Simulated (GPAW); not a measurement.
Consider CsSrF3 (Pm-3m).

```xyz
5
Lattice="4.7632 0.0000 0.0000 0.0000 4.7632 0.0000 0.0000 0.0000 4.7632" Properties=species:S:1:pos:R:3 pbc="T T T"
Cs    0.0000    0.0000    0.0000
Sr    2.3816    2.3816    2.3816
F     2.3816    2.3816    0.0000
F     2.3816    0.0000    2.3816
F     0.0000    2.3816    2.3816
```

Absorber: atom 3, with 2 Sr at 2.38 Å (linear, site symmetry 4/mmm). Method: GPAW, LDA, full core hole (charged cell), 10-atom cell with 6.7 Å between holes, 4×4×4 k points, dipole transitions, Gaussian full width 0.9 eV up to 4 eV, rising linearly to 3.5 eV at 25 eV.

Q: What does the F K edge look like?

Main maxima up to 24 eV above the zero (height): 2.5 eV (2.26), 6.5 eV (1.91), 11.2 eV (0.88) and 21.9 eV (1.44). A K edge sees empty p states on the absorber. The total-energy difference plus the lowest empty eigenvalue puts the zero at 689.45 eV. One term is added: -9.89 eV, since the hole is spin-paired here and a spin-polarised one costs that much less in the free atom (computed apart). The photon energy is then 679.56 eV. The functional and the charged cell's background leave an error in such absolute values: in the free atom LDA prices this hole 4.7 eV below PBE (computed apart), and PBE is itself good to a few eV.

The F K spectrum (energy from the lowest empty level; intensity scaled to a mean of 1 over the first 20 eV):

```
E (eV)  intensity
 -2.00       0.00
 -1.25       0.00
 -0.50       0.00
  0.25       0.05
  1.00       0.42
  1.75       1.50
  2.50       2.26
  3.25       1.55
  4.00       0.97
  4.75       0.68
  5.50       1.05
  6.25       1.83
  7.00       1.62
  7.75       0.94
  8.50       0.63
  9.25       0.55
 10.00       0.65
 10.75       0.84
 11.50       0.86
 12.25       0.71
 13.00       0.62
 13.75       0.65
 14.50       0.72
 15.25       0.83
 16.00       0.99
 16.75       1.08
 17.50       1.11
 18.25       1.16
 19.00       1.24
 19.75       1.31
 20.50       1.37
 21.25       1.42
 22.00       1.44
 22.75       1.40
 23.50       1.34
 24.25       1.26
 25.00       1.16
 25.75       1.06
 26.50       0.94
 27.25       0.82
 28.00       0.71
 28.75       0.62
 29.50       0.57
 30.25       0.58
 31.00       0.63
 31.75       0.72
```

The mesh is coarse (0.33 Å⁻¹ between points), so small maxima may be mesh ripples. Lifetime broadening is put in by hand, and intensities beyond about 20 eV depend on it and on the partial waves. The structure is a computed Materials Project entry and may be a hypothetical form.

[Banner, clock and machine lines of the logs are left out without a mark of their own.]

[Logs are printed without paths, hosts, clocks, repeated set-up lines and the standing remarks that a program may print on its own settings, such as how far it seeks lower states.]

[Hosts, paths, dates, database ids (printed as entryN), source tags and the programs' standing remarks are cut or masked in the printed files.]

[Lists of maxima count a maximum above −3 eV only where it reaches 4 % of the highest in the window and stands out from its surroundings by 2 % of it (1.5 % where it reaches 55 %); shoulders and weaker maxima are passed over, and of the rest the first, up to two pre-edge ones and the few strongest are named.]
